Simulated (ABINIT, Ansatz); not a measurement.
# SiC (Moissanite): G0W0 with ABINIT, start to end, part 2 of 3

Wanted: ground state, empty states, screening and self-energy for SiC (Moissanite).

ABINIT 10.8.3; PBE and many-body steps on it, plane waves. Known limits of the many-body steps: short of the basis limit.

So far. Step 2 (Ground state): The gap is indirect, with the least direct gap 1.75 eV higher.

### 3. Bands along the symmetry lines

Level of this step: DFT, PBE, plane waves, norm-conserving pseudopotentials (ABINIT).

Levels along a band path, at the cheap level, show where the edges lie and whether the meshes to come will hold them.

Input file run.abi:

```
acell 3*1.0 Angstrom
rprim 
  3.075999999976 0.000000000005 0.000000000000
  -1.537999999993 2.663894142018 0.000000000000
  0.000000000000 0.000000000000 5.048000000000
ntypat 2
znucl 14 6
natom 4
typat 1 1 2 2
xred 
  0.333333333333 0.666666666667 0.000000000000
  0.666666666667 0.333333333333 0.500000000000
  0.333333333333 0.666666666667 0.385000000000
  0.666666666667 0.333333333333 0.885000000000
pp_dirpath "pseudos"
pseudos "Si.upf, C.upf"
ecut 37
iscf -2
irdden 1
kptopt 0
nkpt 75
kpt 
  0.00000000 0.00000000 0.00000000
  0.06250000 0.00000000 0.00000000
  0.12500000 0.00000000 0.00000000
  0.18750000 0.00000000 0.00000000
  0.25000000 0.00000000 0.00000000
  0.31250000 0.00000000 0.00000000
  0.37500000 0.00000000 0.00000000
  0.43750000 0.00000000 0.00000000
  0.50000000 0.00000000 0.00000000
  0.47916667 0.04166667 0.00000000
  0.45833333 0.08333333 0.00000000
  0.43750000 0.12500000 0.00000000
  0.41666666 0.16666666 0.00000000
  0.39583333 0.20833333 0.00000000
  0.37500000 0.25000000 0.00000000
  0.35416666 0.29166666 0.00000000
  0.33333333 0.33333333 0.00000000
  0.29166666 0.29166666 0.00000000
  0.25000000 0.25000000 0.00000000
  0.20833333 0.20833333 0.00000000
  0.16666666 0.16666666 0.00000000
  0.12500000 0.12500000 0.00000000
  0.08333333 0.08333333 0.00000000
  0.04166667 0.04166667 0.00000000
  0.00000000 0.00000000 0.00000000
  0.00000000 0.00000000 0.06250000
  0.00000000 0.00000000 0.12500000
  0.00000000 0.00000000 0.18750000
  0.00000000 0.00000000 0.25000000
  0.00000000 0.00000000 0.31250000
  0.00000000 0.00000000 0.37500000
  0.00000000 0.00000000 0.43750000
  0.00000000 0.00000000 0.50000000
  0.06250000 0.00000000 0.50000000
  0.12500000 0.00000000 0.50000000
  0.18750000 0.00000000 0.50000000
  0.25000000 0.00000000 0.50000000
  0.31250000 0.00000000 0.50000000
  0.37500000 0.00000000 0.50000000
  0.43750000 0.00000000 0.50000000
  0.50000000 0.00000000 0.50000000
  0.47916667 0.04166667 0.50000000
  0.45833333 0.08333333 0.50000000
  0.43750000 0.12500000 0.50000000
  0.41666666 0.16666666 0.50000000
  0.39583333 0.20833333 0.50000000
  0.37500000 0.25000000 0.50000000
  0.35416666 0.29166666 0.50000000
  0.33333333 0.33333333 0.50000000
  0.29166666 0.29166666 0.50000000
  0.25000000 0.25000000 0.50000000
  0.20833333 0.20833333 0.50000000
  0.16666666 0.16666666 0.50000000
  0.12500000 0.12500000 0.50000000
  0.08333333 0.08333333 0.50000000
  0.04166667 0.04166667 0.50000000
  0.00000000 0.00000000 0.50000000
  0.50000000 0.00000000 0.50000000
  0.50000000 0.00000000 0.43750000
  0.50000000 0.00000000 0.37500000
  0.50000000 0.00000000 0.31250000
  0.50000000 0.00000000 0.25000000
  0.50000000 0.00000000 0.18750000
  0.50000000 0.00000000 0.12500000
  0.50000000 0.00000000 0.06250000
  0.50000000 -0.00000000 0.00000000
  0.33333333 0.33333333 0.50000000
  0.33333333 0.33333333 0.43750000
  0.33333333 0.33333333 0.37500000
  0.33333333 0.33333333 0.31250000
  0.33333333 0.33333333 0.25000000
  0.33333333 0.33333333 0.18750000
  0.33333333 0.33333333 0.12500000
  0.33333333 0.33333333 0.06250000
  0.33333333 0.33333333 0.00000000
istwfk *1
nband 15
nbdbuf 2
tolwfr 1e-08
nstep 40
prtwf 0
prtvol 0
indata_prefix "in"
outdata_prefix "out"
tmpdata_prefix "tmp"
```

Run with:

```console
OMP_NUM_THREADS=1 mpirun -n 4 abinit run.abi > log
```

Output:

```text
.Version 10.8.3 of ABINIT. v10.8.2 released Aug 2026.

 Symmetries : space group P6_3 m c (#186); Bravais hP (primitive hexag.)
[... echo of the input left out ...]
== DATASET  1 ==================================================================
-   mpi_nproc: 4, omp_nthreads: 1 (-1 if OMP is not activated)

--- !DatasetInfo
iteration_state: {dtset: 1, }
dimensions: {natom: 4, nkpt: 75, mband: 15, nsppol: 1, nspinor: 1, nspden: 1, mpw: 3033, }
cutoff_energies: {ecut:  37.0, pawecutdg:  -1.0, }
electrons: {nelect:   1.60000000E+01, charge:   0.00000000E+00, occopt:   1.00000000E+00, tsmear:   1.00000000E-02, }

 Real(R)+Recip(G) space primitive vectors, cartesian coordinates (Bohr,Bohr^-1):
 R(1)=  5.8127976  0.0000000  0.0000000  G(1)=  0.1720342  0.0993240  0.0000000
 R(2)= -2.9063988  5.0340304  0.0000000  G(2)=  0.0000000  0.1986480  0.0000000
 R(3)=  0.0000000  0.0000000  9.5393375  G(3)=  0.0000000  0.0000000  0.1048291
 Unit cell volume ucvol=  2.7913818E+02 bohr^3
 Angles (23,13,12)=  9.00000000E+01  9.00000000E+01  1.20000000E+02 degrees

 getcut: wavevector=  0.0000  0.0000  0.0000  ngfft=  32  32  54
         ecut(hartree)=     37.000   => boxcut(ratio)=   2.01048

--- Pseudopotential description ------------------------------------------------
- Si Generated using ONCVPSP code by D. R. Hamann
- 14.00000   4.00000  171031                  znucl, zion, pspdat
12 -101130 2 -1 1510                          pspcod,pspxc,lmax,lloc,mmax
     nproj     2     2     2
  pspatm : epsatm=    9.34321561
         --- l  ekb(1:nproj) -->
             0    5.168965    0.829883
             1    2.571282    0.578307
             2   -2.427311   -0.488097
 pspatm: atomic psp has been read  and splines computed

- C Generated using ONCVPSP code by D. R. Hamann
-  6.00000   4.00000  171031                  znucl, zion, pspdat
12 -101130 1 -1 1248                          pspcod,pspxc,lmax,lloc,mmax
     nproj     2     2     0
  pspatm : epsatm=    4.31346680
         --- l  ekb(1:nproj) -->
[...]
pspatm: atomic psp has been read  and splines computed

--------------------------------------------------------------------------------

================================================================================
 prteigrs : about to open file out_EIG
 Non-SCF case, kpt    1 (  0.00000  0.00000  0.00000), residuals and eigenvalues=
  2.38E-09  2.87E-09  8.22E-09  1.38E-09  9.38E-09  2.51E-09  8.99E-09  3.53E-09
  5.47E-09  5.49E-09  7.64E-09  8.89E-09  8.82E-09  9.04E-09  7.26E-08
 -3.1576E-01 -1.8705E-01 -5.7430E-02  2.0511E-01  2.0511E-01  2.5223E-01
  2.5223E-01  2.6234E-01  4.3211E-01  4.8352E-01  5.0154E-01  5.0154E-01
[...]
Non-SCF case, kpt    2 (  0.06250  0.00000  0.00000), residuals and eigenvalues=
  2.69E-09  3.36E-09  5.36E-09  6.57E-09  5.77E-09  9.70E-09  7.08E-09  2.12E-09
[...]
Non-SCF case, kpt   74 (  0.33333  0.33333  0.06250), residuals and eigenvalues=
[...]
Non-SCF case, kpt   75 (  0.33333  0.33333  0.00000), residuals and eigenvalues=
[...]
-1.5000E-01 -1.5000E-01  7.3173E-03  2.3247E-02  2.3247E-02  1.1093E-01
  1.1381E-01  1.1381E-01  3.4794E-01  5.5576E-01  5.8007E-01  5.8007E-01
[...]
--- !ResultsGS
iteration_state: {dtset: 1, }
comment   : Summary of ground state results
lattice_vectors:
- [  5.8127976,   0.0000000,   0.0000000, ]
- [ -2.9063988,   5.0340304,   0.0000000, ]
- [  0.0000000,   0.0000000,   9.5393375, ]
lattice_lengths: [   5.81280,    5.81280,    9.53934, ]
lattice_angles: [ 90.000,  90.000, 120.000, ] # degrees, (23, 13, 12)
lattice_volume:   2.7913818E+02
convergence: {deltae:  0.000E+00, res2:  0.000E+00, residm:  9.995E-09, diffor:  0.000E+00, }
etotal    :  -2.05374939E+01
entropy   :   0.00000000E+00
fermie    :   2.62342056E-01
cartesian_stress_tensor: null
pressure_GPa: null
xred      :
- [  3.3333E-01,   6.6667E-01,   0.0000E+00, Si]
- [  6.6667E-01,   3.3333E-01,   5.0000E-01, Si]
- [  3.3333E-01,   6.6667E-01,   3.8500E-01,  C]
- [  6.6667E-01,   3.3333E-01,   8.8500E-01,  C]
cartesian_forces: null
force_length_stats: {min: null, max: null, mean: null, }

 Integrated electronic density in atomic spheres:
 ------------------------------------------------
 Atom  Sphere_radius  Integrated_density
[...]
================================================================================

 ----iterations are completed or convergence reached----

 Mean square residual over all n,k,spin=   52.724E-10; max=  99.955E-10
 reduced coordinates (array xred) for    4 atoms
[...]
0.333333      0.666667      0.385000
       0.666667      0.333333      0.885000

 cartesian coordinates (angstrom) at end:
    1     -3.33e-12     1.775929     0.000000
    2      1.538000     0.887965     2.524000
    3     -3.33e-12     1.775929     1.943480
    4      1.538000     0.887965     4.467480
 length scales=  1.889726  1.889726  1.889726 bohr
              =  1.000000  1.000000  1.000000 angstroms
 prteigrs : about to open file out_EIG
 Eigenvalues (hartree) for nkpt=  75  k points:
 kpt#   1, nband= 15, wtk=  1.00000, kpt=  0.0000  0.0000  0.0000 (reduced coord)
[...]
kpt#   2, nband= 15, wtk=  1.00000, kpt=  0.0625  0.0000  0.0000 (reduced coord)
[...]
kpt#   3, nband= 15, wtk=  1.00000, kpt=  0.1250  0.0000  0.0000 (reduced coord)
[...]
kpt#  74, nband= 15, wtk=  1.00000, kpt=  0.3333  0.3333  0.0625 (reduced coord)
  -0.14965   -0.14965    0.00797    0.02019    0.02019    0.10915    0.11778    0.11778
   0.35100    0.55529    0.56756    0.56756    0.61408    0.61408    0.68829
 kpt#  75, nband= 15, wtk=  1.00000, kpt=  0.3333  0.3333  0.0000 (reduced coord)
  -0.15000   -0.15000    0.00732    0.02325    0.02325    0.11093    0.11381    0.11381
   0.34794    0.55576    0.58007    0.58007    0.60707    0.60707    0.68412

== END DATASET(S) ==============================================================
================================================================================

 -outvars: echo values of variables after computation  --------
            nband          15
             nkpt          75
          spgroup         186
 [... the other variables as echoed above ...]

 Calculation completed.
```

The job ended after 36 s (4 MPI ranks of AMD EPYC 7571, shared host; peak memory 0.32 GiB).

Numbers from this step:

| Property | Result |
| --- | --- |
| gap | 2.329 eV |
| k of the valence top | 0, 0, 0 |
| k of the conduction bottom | 0.3333, 0.3333, 0 |
| least direct gap | 4.083 eV |

The gap is 2.329 eV, as in the run before at this level.

The electronic bands at the labelled points (eV, zero at the top of the highest filled band; v1 is the highest filled band, c1 the lowest empty one):

```csv
point,v4,v3,v2,v1,c1,c2,c3,c4
Γ,-1.56,-0.28,-0.28,0.00,4.62,6.02,6.51,6.51
halfway,-3.22,-2.75,-0.93,-0.90,3.89,5.73,6.97,7.71
M,-5.44,-3.55,-3.26,-1.49,2.60,4.20,6.75,7.21
halfway,-5.48,-4.79,-3.34,-2.83,3.26,4.96,7.50,8.29
K,-6.51,-4.12,-4.04,-4.04,2.33,7.98,8.65,8.65
halfway,-4.36,-3.07,-1.73,-1.17,5.10,5.66,6.81,6.96
Γ,-1.56,-0.28,-0.28,0.00,4.62,6.02,6.51,6.51
halfway,-1.39,-1.39,-0.49,-0.49,4.90,6.63,6.63,6.85
A,-0.97,-0.97,-0.97,-0.97,5.71,5.71,7.17,7.17
halfway,-3.07,-3.07,-1.96,-1.96,4.36,4.36,7.13,7.13
L,-2.69,-2.69,-2.34,-2.34,3.17,3.17,5.00,5.00
halfway,-4.46,-4.46,-1.95,-1.95,4.12,4.12,6.12,6.12
H,-5.86,-5.86,-1.75,-1.75,4.82,4.82,5.97,5.97
halfway,-3.19,-3.19,-2.64,-2.64,5.03,5.03,7.34,7.34
A,-0.97,-0.97,-0.97,-0.97,5.71,5.71,7.17,7.17
jump to L,-2.69,-2.69,-2.34,-2.34,3.17,3.17,5.00,5.00
halfway,-4.17,-3.32,-2.34,-1.90,2.93,3.18,6.41,6.84
M,-5.44,-3.55,-3.26,-1.49,2.60,4.20,6.75,7.21
jump to H,-5.86,-5.86,-1.75,-1.75,4.82,4.82,5.97,5.97
halfway,-6.66,-4.76,-2.85,-2.85,3.52,6.34,6.34,7.68
K,-6.51,-4.12,-4.04,-4.04,2.33,7.98,8.65,8.65
```

### 4. Empty states on the mesh, 6×6×4 mesh, 128 bands

The sums over transitions need many empty states on a uniform mesh; this step solves for them.

Input file run.abi:

```
acell 3*1.0 Angstrom
rprim 
  3.075999999976 0.000000000005 0.000000000000
  -1.537999999993 2.663894142018 0.000000000000
  0.000000000000 0.000000000000 5.048000000000
ntypat 2
znucl 14 6
natom 4
typat 1 1 2 2
xred 
  0.333333333333 0.666666666667 0.000000000000
  0.666666666667 0.333333333333 0.500000000000
  0.333333333333 0.666666666667 0.385000000000
  0.666666666667 0.333333333333 0.885000000000
pp_dirpath "pseudos"
pseudos "Si.upf, C.upf"
ecut 37
ngkpt 6 6 4
nshiftk 1
shiftk 0 0 0
kptopt 1
chksymbreak 0
irdden 1
istwfk *1
nband 128
prtvol 0
optdriver 6
gwr_task "HDIAGO"
paral_kgb 0
occopt 1
indata_prefix "in"
outdata_prefix "out"
tmpdata_prefix "tmp"
```

Output:

```text
[banner, memory and clock lines left out]
.Version 10.8.3 of ABINIT. v10.8.2 released Aug 2026.

 Symmetries : space group P6_3 m c (#186); Bravais hP (primitive hexag.)
[... echo of the input left out ...]
== DATASET  1 ==================================================================
-   mpi_nproc: 4, omp_nthreads: 1 (-1 if OMP is not activated)

--- !DatasetInfo
iteration_state: {dtset: 1, }
dimensions: {natom: 4, nkpt: 21, mband: 128, nsppol: 1, nspinor: 1, nspden: 1, mpw: 3018, }
cutoff_energies: {ecut:  37.0, pawecutdg:  -1.0, }
electrons: {nelect:   1.60000000E+01, charge:   0.00000000E+00, occopt:   1.00000000E+00, tsmear:   1.00000000E-02, }

.Using double precision arithmetic; gwpc =  8

- Reading GS density from: in_DEN

--- Pseudopotential description ------------------------------------------------
- Si Generated using ONCVPSP code by D. R. Hamann
- 14.00000   4.00000  171031                  znucl, zion, pspdat
12 -101130 2 -1 1510                          pspcod,pspxc,lmax,lloc,mmax
     nproj     2     2     2
  pspatm : epsatm=    9.34321561
         --- l  ekb(1:nproj) -->
             0    5.168965    0.829883
             1    2.571282    0.578307
             2   -2.427311   -0.488097
 pspatm: atomic psp has been read  and splines computed

- C Generated using ONCVPSP code by D. R. Hamann
-  6.00000   4.00000  171031                  znucl, zion, pspdat
12 -101130 1 -1 1248                          pspcod,pspxc,lmax,lloc,mmax
     nproj     2     2     0
  pspatm : epsatm=    4.31346680
         --- l  ekb(1:nproj) -->
             0    6.481548    0.385504
             1   -4.199961   -0.877517
 pspatm: atomic psp has been read  and splines computed

   4.37013837E+02                                ecore*ucvol(ha*bohr**3)

 Total charge density [el/Bohr^3]
)     Maximum=    2.8092E-01  at reduced coord.    0.7813    0.4063    0.9074
)     Minimum=    1.9281E-03  at reduced coord.    0.3125    0.6563    0.0000
   Integrated=    1.6000E+01

 === KS gaps after direct diagonalization ===
 Indirect band gap semiconductor
 Fundamental gap:     2.329 (eV)
   VBM:     7.139 (eV) at k: [ 0.0000E+00,  0.0000E+00,  0.0000E+00]
   CBM:     9.468 (eV) at k: [ 3.3333E-01,  3.3333E-01,  0.0000E+00]
 Direct gap:         4.083 (eV) at k: [ 5.0000E-01,  0.0000E+00,  0.0000E+00]

== END DATASET(S) ==============================================================

 -outvars: echo values of variables after computation  --------
           etotal      0.0000000000E+00
            nband         128
             nkpt          21
          spgroup         186
 [... the other variables as echoed above ...]

 Calculation completed.
```

The job ended after 4.3 min (4 MPI ranks; peak memory 2.2 GiB).

Numbers from this step:

```yaml
gap: 2.329 eV
k_of_the_valence_top: 0, 0, 0
k_of_the_conduction_bottom: 0.3333, 0.3333, 0
least_direct_gap: 4.083 eV
k_points_computed: 21
lowest_point_of_the_top_converged_band_above_the_valence_top: 96.3707 eV
```

On this mesh the gap is 2.329 eV.

### 5. Screening, 6×6×4 mesh, 120 bands, screening to 179.6 eV

The RPA dielectric matrix is built and inverted for each q.

This step: RPA screening on PBE, plane waves, norm-conserving pseudopotentials.

Changes to run.abi since step 4:

```diff
@@ -22,10 +22,11 @@
 chksymbreak 0
-irdden 1
 istwfk *1
-nband 128
-prtvol 0
-optdriver 6
-gwr_task "HDIAGO"
-paral_kgb 0
 occopt 1
+irdwfk 1
+optdriver 3
+nband 120
+ecuteps 6.6
+inclvkb 2
+awtr 1
+symchi 1
 indata_prefix "in"
```

Output:

```text
.Version 10.8.3 of ABINIT. v10.8.2 released Aug 2026.

 Symmetries : space group P6_3 m c (#186); Bravais hP (primitive hexag.)
[... echo of the input left out ...]
== DATASET  1 ==================================================================
-   mpi_nproc: 4, omp_nthreads: 1 (-1 if OMP is not activated)

--- !DatasetInfo
iteration_state: {dtset: 1, }
dimensions: {natom: 4, nkpt: 21, mband: 120, nsppol: 1, nspinor: 1, nspden: 1, mpw: 3018, }
cutoff_energies: {ecut:  37.0, pawecutdg:  -1.0, }
electrons: {nelect:   1.60000000E+01, charge:   0.00000000E+00, occopt:   1.00000000E+00, tsmear:   1.00000000E-02, }

 SCREENING: Calculation of the susceptibility and dielectric matrices

 Based on a program developped by R.W. Godby, V. Olevano, G. Onida, and L. Reining.
 Incorporated in ABINIT by V. Olevano, G.-M. Rignanese, and M. Torrent.
.Using double precision arithmetic ; gwpc =  8

[... cell and pseudopotentials left out ...]
--------------------------------------------------------------------------------

 ==== K-mesh for the wavefunctions ====
 Number of points in the irreducible wedge :    21
[... list of points left out ...]
 Together with 12 symmetry operations and time-reversal symmetry
 yields   144 points in the full Brillouin Zone.

 ==== Q-mesh for the screening function ====
 Number of points in the irreducible wedge :    21
[... list of points left out ...]
 Together with 12 symmetry operations and time-reversal symmetry
 yields   144 points in the full Brillouin Zone.

 setmesh: FFT mesh size selected  =    20x   20x   40
          total number of points  =        16000

 vcoul_init : cutoff-mode = AUXILIARY_FUNCTION
 q-points for optical limit:   1
     1)      0.000010    0.000020    0.000030

- screening: taking advantage of time-reversal symmetry
- Maximum band index for partially occupied states nbvw = 8
- Remaining bands to be divided among processors   nbcw = 112
- Number of bands treated by each node ~28

 Number of electrons calculated from density =   16.0000; Expected =   16.0000
 average of density, n =  0.057319
 r_s =    1.6089
 omega_plasma =   23.0944 [eV]

 calculating chi0 at frequencies [eV] :
  1    0.000000E+00    0.000000E+00
  2    0.000000E+00    2.309436E+01

--------------------------------------------------------------------------------
  q-point number  1        q = ( 0.000000, 0.000000, 0.000000) [r.l.u.]
--------------------------------------------------------------------------------
[... chi0 elements left out ...]
 For q-point:  0.000010 0.000020 0.000030
  dielectric constant =   6.8410
  dielectric constant without local fields =   7.4939

  Average fulfillment of the sum rule on Im[epsilon] for q-point    1 :     86.60  [%]
[... wings left out ...]
  q-point number  2        q = ( 0.166667, 0.000000, 0.000000) [r.l.u.]
--------------------------------------------------------------------------------
[... chi0 elements left out ...]
  Average fulfillment of the sum rule on Im[epsilon] for q-point    2 :     92.38  [%]

 [... 19 further q-points ...]
```

Elapsed: 9.2 min, on 4 MPI ranks; peak memory 1.2 GiB; 37 min of CPU time.

This step gave:

* ε∞ with local fields, on this mesh: 6.841
* ε∞ without local fields, on this mesh: 7.494
* plasma frequency: 23.09 eV
* plane waves in the screening matrix: 245

Local fields lower ε∞ by 9 %.

(Part 2 of 3 ends here.)

[Long decimals in the printed logs are rounded to 6 places.]

[Logs are printed without paths, hosts, clocks, repeated set-up lines and the standing remarks that a program may print on its own settings, such as how far it seeks lower states.]

[Paths, hosts, dates, memory and timing lines, banners, echoed tables and standing remarks are left out of the program output; an Ansatz launch command may be rebuilt from the run's recorded settings. Measured values are a selection of at most five: reports struck by readers or far from the other reports are left out. None is set beside runs whose start may be inverted or whose files or cutoffs have a known fault.]

[Runs of the session that timed out or met a known fault of the program may be left out.]

[Hosts, paths, dates, database ids (printed as entryN), source tags and the programs' standing remarks are cut or masked in the printed files.]

[G0W0 gaps are taken among the corrected bands and points alone; a level outside them can change the order at an edge.]

[Where Ansatz stands beside ABINIT at settings called matched, ABINIT's density can come from a denser mesh and the files from another edition; pairs whose starting gaps differed by over 0.03 eV were left out, so agreement reads better than it is.]
